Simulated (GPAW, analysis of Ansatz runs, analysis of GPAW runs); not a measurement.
# V on the Ga site in GaAs: charge-transition level, PBE (GPAW), part 3 of 4

Aim: the charge-transition level of the V on the Ga site in GaAs, to be set beside the measurement. Set-up: PBE, LCAO dzp, h 0.18, 32-site cell, PBE lattice, k: the single point 1/4 1/4 1/4 then 2x2x2 shifted, dielectric constants 10.9 and 12.9 (handbook). The model is a cell of 32 host atoms with 1 Ga taken out and 1 V put in. The level is the Fermi energy at which two charge states have equal formation energy, after a correction for the images of the charge. An atomic-orbital basis is far cheaper than plane waves.

GPAW 26.7.0; PBE, LCAO dzp, h 0.18, 32-site cell, PBE lattice, k: the single point 1/4 1/4 1/4 then 2x2x2 shifted, dielectric constants 10.9 and 12.9 (handbook).

So far: Starting point; Relaxation, charge 0; Single point, charge 0.

## 4. Relaxation, charge −1

Level of this step: GPAW LCAO dzp PAW DFT, PBE; relaxation of all atoms of a defect supercell (GPAW).

The input, run.py:

```python
import numpy as np
from ase.io import read, write
from ase.parallel import parprint, world
from gpaw import GPAW
from ase.optimize import BFGS

atoms = read('POSCAR')
magmoms = np.zeros(len(atoms))
magmoms[[6]] = 3 / 1
atoms.set_initial_magnetic_moments(magmoms)
calc = GPAW(mode='lcao',
            h=0.18,
            basis='dzp',
            xc='PBE',
            kpts=[[0.25, 0.25, 0.25]],
            charge=-1,
            occupations={'name': 'fermi-dirac', 'width': 0.01, 'fixmagmom': True},
            nbands=79,
            convergence={'density': 1e-05, 'forces': 0.001},
            maxiter=150,
            symmetry='off',
            txt='gpaw.txt')
atoms.calc = calc
opt = BFGS(atoms, trajectory='relax.traj', logfile='-')
done = opt.run(fmax=0.02, steps=80)
parprint('Converged:', done)
energy = atoms.get_potential_energy()
forces = atoms.get_forces()
parprint(f'Energy: {energy:.6f} eV, largest force {np.linalg.norm(forces, axis=1).max():.4f} eV/A')
calc.write('gs.gpw')
write('final.xyz', atoms)
parprint('Moments:', atoms.get_magnetic_moments().round(3))
for s in range(calc.get_number_of_spins()):
    parprint('Levels (eV), spin', s, calc.get_eigenvalues(kpt=0, spin=s)[-16:].round(3))
```

The input, POSCAR:

```
Ga V  Ga As
 1.0000000000000000
    -5.7666910817914703    5.7666910817914712   -5.7666910817914774
     5.7666910817914729    5.7666910817914792    5.7666910817914951
     5.7666910817914765   -5.7666910817914800   -5.7666910817914951
 Ga  V   Ga  As 
   6   1   9  16
Direct
  0.0003022630122998  0.0054379507939296  0.0023049840931999
  0.0014405145784797  0.2537400182481309  0.7477809644270261
  0.0051561688667092  0.5010366733358084  0.5043496886442822
  0.0049161716543616  0.7526227853234785  0.2555000389025287
[... 1 atom line left out ...]
  0.2440834092055847  0.2476863801197189  0.4960937110668298
  0.2535889140441381  0.5060909626559820  0.2534783626672977
[... 1 atom line left out ...]
  0.5057113357153140  0.0009336600339646  0.5023858809314307
[... 2 atom lines left out ...]
  0.4961212591737924  0.7488847508660058  0.7445372280268914
[... 3 atom lines left out ...]
  0.7513302819555381  0.7552363494591253  0.4998855853590979
[... 2 atom lines left out ...]
 -0.0017206317909574  0.4942299267108266  0.2487907615531892
[... 2 atom lines left out ...]
  0.2539137040275654  0.2554197469572151  0.2551577257076308
  0.2519640001978902  0.5050121007657650  0.0051627047601787
[... 4 atom lines left out ...]
  0.4973105750654878  0.7498654487908261  0.5034101481117733
[... 3 atom lines left out ...]
  0.7464567369371037  0.7439393431112167  0.2462177284663689
```

Launch:

```bash
$ OMP_NUM_THREADS=1 mpirun -n 4 gpaw python run.py > stdout
```

Output:

```text
__  _  _
 | _ |_)|_||  |
 |__||  | ||/\| - 26.7.0

Input parameters:
  mode=LCAO(),
  basis={'default': 'dzp'},
  charge=-1,
  convergence={'density': 1e-05, 'forces': 0.001},
  h=0.18,
  kpts=KPoints(kpts=array([[0.25, 0.25, 0.25]])),
  maxiter=150,
  nbands=79,
  occupations=Occupations(name='fermi-dirac', width=0.01, fixmagmom=True),
  symmetry=Symmetry(point_group=False, time_reversal=False),
  xc=XC(name='PBE')

                               Ga As

                                     Ga
                           As
                        Ga
                             As As
                              V
                 Ga As         Ga As
                     Ga            Ga
                      Ga As          GaAs
             As            As As
                            Ga
                  As            As
               Ga             Ga Ga
                       As
                     Ga
                         As As
                          Ga

Atoms  # Å, Bohr magnetons
|    | symbol |         x |         y |         z |    initial magnetic moments |
|----|--------|-----------|-----------|-----------|-----------------------------|
|  0 |     Ga |  0.042908 |  0.019810 |  0.016324 | ( 0.0000,  0.0000,  0.0000) |
|  1 |     Ga |  5.767155 | -2.840675 | -2.857289 | ( 0.0000,  0.0000,  0.0000) |
|  2 |     Ga |  5.768019 |  0.010629 | -0.048839 | ( 0.0000,  0.0000,  0.0000) |
|  3 |     Ga |  5.785183 |  2.895103 |  2.838403 | ( 0.0000,  0.0000,  0.0000) |
|  4 |     Ga |  2.924638 | -2.862964 | -5.747210 | ( 0.0000,  0.0000,  0.0000) |
|  5 |     Ga |  2.881596 | -0.024935 | -2.840042 | ( 0.0000,  0.0000,  0.0000) |
|  6 |      V |  2.917833 |  2.919108 | -0.005630 | ( 0.0000,  0.0000,  3.0000) |
|  7 |     Ga |  2.912829 |  5.775012 |  2.922861 | ( 0.0000,  0.0000,  0.0000) |
|  8 |     Ga | -0.013793 |  0.024561 | -5.808001 | ( 0.0000,  0.0000,  0.0000) |
|  9 |     Ga | -0.049569 |  2.887108 | -2.888707 | ( 0.0000,  0.0000,  0.0000) |
| 10 |     Ga |  0.003933 |  5.786259 | -0.045844 | ( 0.0000,  0.0000,  0.0000) |
| 11 |     Ga |  5.751125 |  2.886049 | -2.835907 | ( 0.0000,  0.0000,  0.0000) |
| 12 |     Ga | -2.888548 |  2.897829 | -5.814264 | ( 0.0000,  0.0000,  0.0000) |
| 13 |     Ga | -2.840430 |  5.764209 | -2.857810 | ( 0.0000,  0.0000,  0.0000) |
| 14 |     Ga |  2.887073 |  2.917917 | -5.802620 | ( 0.0000,  0.0000,  0.0000) |
| 15 |     Ga |  2.905211 |  5.805219 | -2.860161 | ( 0.0000,  0.0000,  0.0000) |
| 16 |     As |  4.313119 | -4.322151 | -4.276539 | ( 0.0000,  0.0000,  0.0000) |
| 17 |     As |  4.281668 | -1.432858 | -1.464977 | ( 0.0000,  0.0000,  0.0000) |
| 18 |     As |  4.294693 |  1.405449 |  1.425294 | ( 0.0000,  0.0000,  0.0000) |
| 19 |     As |  4.370671 |  4.317225 |  4.343861 | ( 0.0000,  0.0000,  0.0000) |
| 20 |     As |  1.412155 | -1.471537 | -4.297874 | ( 0.0000,  0.0000,  0.0000) |
| 21 |     As |  1.480101 |  1.465753 | -1.462731 | ( 0.0000,  0.0000,  0.0000) |
| 22 |     As |  1.489022 |  4.335476 |  1.429479 | ( 0.0000,  0.0000,  0.0000) |
| 23 |     As |  7.164050 |  1.464771 | -1.443324 | ( 0.0000,  0.0000,  0.0000) |
| 24 |     As | -1.430252 |  1.476874 | -4.358640 | ( 0.0000,  0.0000,  0.0000) |
| 25 |     As | -1.429584 |  4.318550 | -1.489756 | ( 0.0000,  0.0000,  0.0000) |
| 26 |     As |  4.314012 |  1.435018 | -4.276701 | ( 0.0000,  0.0000,  0.0000) |
| 27 |     As |  4.359417 |  4.289068 | -1.446605 | ( 0.0000,  0.0000,  0.0000) |
| 28 |     As | -4.288855 |  4.292054 | -4.314743 | ( 0.0000,  0.0000,  0.0000) |
| 29 |     As |  1.461898 |  1.401141 | -7.187194 | ( 0.0000,  0.0000,  0.0000) |
| 30 |     As |  1.399976 |  4.299131 | -4.334569 | ( 0.0000,  0.0000,  0.0000) |
| 31 |     As |  1.405345 |  7.174792 | -1.434379 | ( 0.0000,  0.0000,  0.0000) |

Unit cell  # Å
| periodic |         x |         y |         z |  lengths |     angles |
|----------|-----------|-----------|-----------|----------|------------|
|      yes | -5.766691 |  5.766691 | -5.766691 | 9.988202 | 109.471221 |
|      yes |  5.766691 |  5.766691 |  5.766691 | 9.988202 | 109.471221 |
|      yes |  5.766691 | -5.766691 | -5.766691 | 9.988202 | 109.471221 |

Number of symmetries: 1
Symmetry operations  # r_c * U_cc + t_c -> r_c
|   | kind |            matrix            |
|---|------|------------------------------|
| 0 |  E   |  1, 0, 0,  0, 1, 0,  0, 0, 1 |

BZ-sampling:
  Number of BZ points: 1
  Number of IBZ points: 1

K-points  # in reciprocal-cell coordinates
|   |                                coordinates |     weight |
|---|--------------------------------------------|------------|
| 0 | (  0.25000000,   0.25000000,   0.25000000) | 1.00000000 |

basis functions: 432
Spin-components: 2 (collinear spins)
Bands:           79
Projectors:      161
Spin-degeneracy: 1
Datatype:        <class 'complex'>

Density:
  Valence electrons: 138.0
  Components: 2
  Grid points: [44 44 44]
  Charge: -1.0  # |e|

Potential:
  Grid points: [44 44 44]

species:
  Ga:
    name:    Gallium
    Z:       31.0
    valence: 3
    core:    28
    charge:  0.0  # [|e|]
    compensation charges:
      type: gauss
      rc: 0.37  # [Å]
      lmax: 2
    cutoffs:
      filter: 2.06  # [Å]
      core: 4.17  # [Å]
    projectors
    | kind |    occ | energy [eV] | rcut [Å] |
    |------|--------|-------------|----------|
    |   4s |  2.000 |      -8.945 |    1.164 |
    |   4p |  1.000 |      -2.580 |    1.164 |
    |    s |        |      18.266 |    1.164 |
    |    p |        |      24.631 |    1.164 |
    |    d |        |       0.000 |    1.164 |

    LCAO basis set for Ga:
      Name: dzp
      File: <dir>
      Number of radial functions: 5
      Number of spherical harmonics: 13
        l=0, rc=7.2656 Bohr: 4s-sz confined orbital
        l=1, rc=10.3438 Bohr: 4p-sz confined orbital
        l=0, rc=4.1406 Bohr: 4s-dz split-valence wave
        l=1, rc=6.0938 Bohr: 4p-dz split-valence wave
        l=2, rc=10.3438 Bohr: d-type Gaussian polarization
      Number of RI-basis functions 0

  V:
    name:    Vanadium
    Z:       23.0
    valence: 13
    core:    10
    charge:  0.0  # [|e|]
    compensation charges:
      type: gauss
      rc: 0.37  # [Å]
      lmax: 2
    cutoffs:
      filter: 2.14  # [Å]
      core: 0.96  # [Å]
    projectors
    | kind |    occ | energy [eV] | rcut [Å] |
    |------|--------|-------------|----------|
    |   3s |  2.000 |     -70.222 |    1.254 |
    |   4s |  2.000 |      -4.702 |    1.254 |
    |   3p |  6.000 |     -44.043 |    1.281 |
    |   4p |  0.000 |      -1.444 |    1.281 |
[...]
SCF iterations
|iter     | |      energy | eigst |  dens |force |  magmom |
|---------|-|-------------|-------|-------|------|---------|
|iter:   1| | -125.616390c|      c|       |      |  +3.0000|
[...]
|iter:   6| | -125.616381c|      c| -4.42 |      |  +3.0000|
|iter:   7| | -125.616381c|      c| -4.82 |      |  +3.0000|
|iter:   8| | -125.616381c|      c| -5.17c|-1.93 |  +3.0000|
|iter:   9| | -125.616381c|      c| -5.48c|-3.50c|  +3.0000|

Converged in 9 steps
SCF loop duration: 60.621 s (6.736 s/step)
Energy contributions relative to reference atoms: (reference = -1803138.146099)

Energy contributions:
  Kinetic:         459.398164
  Coulomb:        -400.659020
  Zero:              0.772708
  External:          0.000000
  Xc:             -185.128231
  Entropy:          -0.000004
  Spinorbit:         0.000000
  ----------------------------
  Free energy:    -125.616383
  Extrapolated:   -125.616381

dipole moment: (-62.709722, -0.009345, 17.804079)  # |e|*Ang

Total magnetic moment: (0.000000, 0.000000, 3.000003)

Local magnetic moments
|        x |        y |         z |
|----------|----------|-----------|
[...]
Fermi levels: 5.524, 4.428
Eigenvalues  # (at kpt = [0.250, 0.250, 0.250])
| band index |      eig [eV] | occ [0-1] |      eig [eV] | occ [0-1] |
|------------|---------------|-----------|---------------|-----------|
[...]
|        ... |               |           |               |           |
[...]
|        ... |               |           |               |           |
[...]
Gap: 0.230 eV
Transition (v -> c):
  (s=0, k=0, n=70, [0.25, 0.25, 0.25]) -> (s=0, k=0, n=71, [0.25, 0.25, 0.25])
No difference between direct/indirect transitions

Forces  # eV/Ang
|        x |        y |        z |
|----------|----------|----------|
[...]
Ga As

                                    Ga
                           As
                        Ga
                             As As
                             V
                 Ga As         Ga As
                     Ga  As        Ga  As
                      Ga             Ga
             As            As As
                            Ga
                  As            As
               Ga            Ga  Ga
                       As
                    Ga
                         As As
                          Ga

Atoms  # Å, Bohr magnetons
|    | symbol |         x |         y |         z |    initial magnetic moments |
|----|--------|-----------|-----------|-----------|-----------------------------|
[...]
|  6 |      V |  2.799406 |  2.984305 |  0.060867 | ( 0.0000,  0.0000,  1.9953) |
[...]
|  8 |     Ga | -0.021019 | -0.042629 | -5.806199 | ( 0.0000,  0.0000,  0.0138) |
|  9 |     Ga |  0.033549 |  2.846661 | -2.880829 | ( 0.0000,  0.0000,  0.0109) |
| 10 |     Ga |  0.002030 |  5.768034 |  0.012957 | ( 0.0000,  0.0000,  0.0112) |
| 11 |     Ga |  5.794815 |  2.905958 | -2.917328 | ( 0.0000,  0.0000,  0.0302) |
| 12 |     Ga | -2.878002 |  2.882450 | -5.773060 | ( 0.0000,  0.0000,  0.0014) |
| 13 |     Ga | -2.840722 |  5.790677 | -2.907068 | ( 0.0000,  0.0000,  0.0155) |
| 14 |     Ga |  2.887496 |  2.884814 | -5.769791 | ( 0.0000,  0.0000,  0.0053) |
| 15 |     Ga |  2.927287 |  5.736587 | -2.881991 | ( 0.0000,  0.0000,  0.0107) |
[...]
| 24 |     As | -1.437075 |  1.430134 | -4.334655 | ( 0.0000,  0.0000,  0.0031) |
| 25 |     As | -1.424586 |  4.317687 | -1.451897 | ( 0.0000,  0.0000,  0.0047) |
| 26 |     As |  4.326739 |  1.447209 | -4.329719 | ( 0.0000,  0.0000,  0.0088) |
| 27 |     As |  4.306829 |  4.231311 | -1.439687 | ( 0.0000,  0.0000, -0.0302) |
| 28 |     As | -4.294194 |  4.350076 | -4.348112 | ( 0.0000,  0.0000,  0.0148) |
| 29 |     As |  1.446729 |  1.430685 | -7.205797 | ( 0.0000,  0.0000,  0.0044) |
| 30 |     As |  1.450548 |  4.320821 | -4.325784 | ( 0.0000,  0.0000,  0.0117) |
| 31 |     As |  1.456176 |  7.194603 | -1.449550 | ( 0.0000,  0.0000,  0.0041) |

Unit cell  # Å
| periodic |         x |         y |         z |  lengths |     angles |
|----------|-----------|-----------|-----------|----------|------------|
|      yes | -5.766691 |  5.766691 | -5.766691 | 9.988202 | 109.471221 |
|      yes |  5.766691 |  5.766691 |  5.766691 | 9.988202 | 109.471221 |
|      yes |  5.766691 | -5.766691 | -5.766691 | 9.988202 | 109.471221 |

Initialization done in: 2.450 s

convergence criteria:
- Maximum integral of absolute [dens]ity change: 1e-05 electrons / valence electron
- Maximum change in the atomic [forces] across last 2 cycles: 0.001 eV/Ang OR
Maximum error relative to the maximum force is below inf
- Maximum [total energy] change in last 3 cyles: 0.0005 eV / valence electron
- Maximum integral of absolute [eigenst]ate change: 4e-08 eV^2 / valence electron
maximum number of iterations: 150

SCF iterations
|iter     | |      energy | eigst |  dens |force |  magmom |
|---------|-|-------------|-------|-------|------|---------|
|iter:   1| | -125.616475c|      c|       |      |  +3.0000|
|iter:   2| | -125.616473c|      c| -3.94 |      |  +3.0000|
|iter:   3| | -125.616471c|      c| -3.99 |      |  +3.0000|
|iter:   4| | -125.616469c|      c| -4.11 |      |  +3.0000|
|iter:   5| | -125.616469c|      c| -4.36 |      |  +3.0000|
|iter:   6| | -125.616469c|      c| -4.55 |      |  +3.0000|
|iter:   7| | -125.616469c|      c| -4.93 |      |  +3.0000|
|iter:   8| | -125.616469c|      c| -5.28c|-2.06 |  +3.0000|
|iter:   9| | -125.616469c|      c| -5.55c|-3.54c|  +3.0000|

Converged in 9 steps
SCF loop duration: 61.103 s (6.789 s/step)
Energy contributions relative to reference atoms: (reference = -1803138.146099)

Energy contributions:
  Kinetic:         459.383341
  Coulomb:        -400.644946
  Zero:              0.772687
  External:          0.000000
  Xc:             -185.127549
  Entropy:          -0.000003
  Spinorbit:         0.000000
  ----------------------------
  Free energy:    -125.616471
  Extrapolated:   -125.616469

dipole moment: (-62.775794, 0.014886, 17.775876)  # |e|*Ang

Total magnetic moment: (0.000000, 0.000000, 3.000003)

Local magnetic moments
|        x |        y |         z |
|----------|----------|-----------|
[...]
Fermi levels: 5.524, 4.428
Eigenvalues  # (at kpt = [0.250, 0.250, 0.250])
| band index |      eig [eV] | occ [0-1] |      eig [eV] | occ [0-1] |
|------------|---------------|-----------|---------------|-----------|
[...]
|        ... |               |           |               |           |
[...]
|         70 |         5.412 |     1.000 |         5.717 |     0.000 |
|         71 |         5.642 |     0.000 |         5.975 |     0.000 |
|         72 |         5.643 |     0.000 |         5.998 |     0.000 |
|         73 |         5.797 |     0.000 |         6.010 |     0.000 |
|         74 |         5.836 |     0.000 |         6.338 |     0.000 |
|         75 |         5.843 |     0.000 |         6.360 |     0.000 |
|         76 |         5.997 |     0.000 |         6.431 |     0.000 |
|        ... |               |           |               |           |
|         78 |         6.629 |     0.000 |         6.654 |     0.000 |

Gap: 0.230 eV
Transition (v -> c):
  (s=0, k=0, n=70, [0.25, 0.25, 0.25]) -> (s=0, k=0, n=71, [0.25, 0.25, 0.25])
No difference between direct/indirect transitions

Forces  # eV/Ang
|        x |        y |        z |
|----------|----------|----------|
[...]
|  0.00371 |  0.00757 | -0.00293 |  # As  24
| -0.00984 |  0.00005 |  0.01069 |  # As  25
| -0.00304 | -0.00001 |  0.00850 |  # As  26
|  0.00624 |  0.00308 | -0.00169 |  # As  27
| -0.00132 | -0.00647 |  0.00282 |  # As  28
|  0.00533 |  0.00530 |  0.00050 |  # As  29
|  0.00526 | -0.00048 | -0.00576 |  # As  30
|  0.00499 |  0.01196 |  0.00163 |  # As  31

# Writing to gs.gpw (mode='')
```

Elapsed: 33 min, on 4 MPI ranks of Arm Neoverse V2, shared host; peak memory 2.9 GiB.

Step by step (22 of 25):

```csv
step,energy less that of the first step (eV)
0,0.0000
1,-0.1522
2,-0.3893
3,-0.3976
5,-0.4311
6,-0.4392
7,-0.4458
8,-0.4541
9,-0.4589
10,-0.4619
11,-0.4646
13,-0.4701
14,-0.4712
15,-0.4716
16,-0.4721
17,-0.4725
18,-0.4729
19,-0.4733
21,-0.4742
22,-0.4744
23,-0.4745
24,-0.4746
```

The atoms that moved most (Å):

```csv
atom,dx,dy,dz,length
V7,-0.117,0.065,0.067,0.150
As23,-0.090,0.029,0.101,0.139
As19,-0.017,0.095,-0.056,0.112
Ga12,0.045,0.020,-0.081,0.095
Ga10,0.084,-0.041,0.008,0.094
As28,-0.051,-0.058,0.007,0.078
Ga16,0.023,-0.069,-0.021,0.076
Ga3,-0.007,0.006,0.075,0.075
```

Final coordinates:

```xyz
32
Lattice="-5.7667 5.7667 -5.7667 5.7667 5.7667 5.7667 5.7667 -5.7667 -5.7667" Properties=species:S:1:pos:R:3 pbc="T T T"
Ga    0.0474    0.0303   -0.0407
Ga    5.7399   -2.8792   -2.8410
Ga    5.7594    0.0172    0.0254
Ga    5.7550    2.8491    2.8618
Ga    2.8917   -2.8813   -5.7721
Ga    2.8674   -0.0118   -2.9078
V     2.7994    2.9843    0.0609
Ga    2.8836    5.7907    2.9204
Ga   -0.0210   -0.0426   -5.8062
Ga    0.0335    2.8467   -2.8808
Ga    0.0020    5.7680    0.0130
Ga    5.7948    2.9060   -2.9173
Ga   -2.8780    2.8824   -5.7731
Ga   -2.8407    5.7907   -2.9071
Ga    2.8875    2.8848   -5.7698
Ga    2.9273    5.7366   -2.8820
As    4.3406   -4.3251   -4.3346
As    4.3106   -1.4207   -1.4271
As    4.2767    1.5003    1.3683
As    4.3422    4.3243    4.3285
As    1.4293   -1.4619   -4.3428
As    1.5385    1.4768   -1.4317
As    1.3974    4.3646    1.5302
As    7.1988    1.4608   -1.4310
As   -1.4371    1.4301   -4.3347
As   -1.4246    4.3177   -1.4519
As    4.3267    1.4472   -4.3297
As    4.3068    4.2313   -1.4397
As   -4.2942    4.3501   -4.3481
As    1.4467    1.4307   -7.2058
As    1.4505    4.3208   -4.3258
As    1.4562    7.1946   -1.4496
```

Neighbours of V7 at the end:

```csv
atom,distance (Å)
As23,2.456
As28,2.466
As22,2.468
As19,2.469
Ga11,3.947
Ga8,4.007
Ga9,4.025
Ga2,4.025
Ga16,4.031
Ga1,4.039
Ga10,4.040
Ga4,4.074
Ga14,4.076
```

Numbers from this step:

```
total moment : 3.000 μB
```

First to last step the energy falls by 0.475 eV; the largest move, 0.15 Å, is that of V7. Judged within 0.08 Å, the space group went from P1 to Cm.

(Continued in part 4 of 4.)

[Logs are printed without paths, hosts, clocks, repeated set-up lines and the standing remarks that a program may print on its own settings, such as how far it seeks lower states.]

[Hosts, paths, dates, database ids (printed as entryN), source tags and the programs' standing remarks are cut or masked in the printed files.]

[For some hosts the program warned that the k-mesh of the response run may be too coarse for force constants and the static dielectric constant; such warnings are not shown here.]
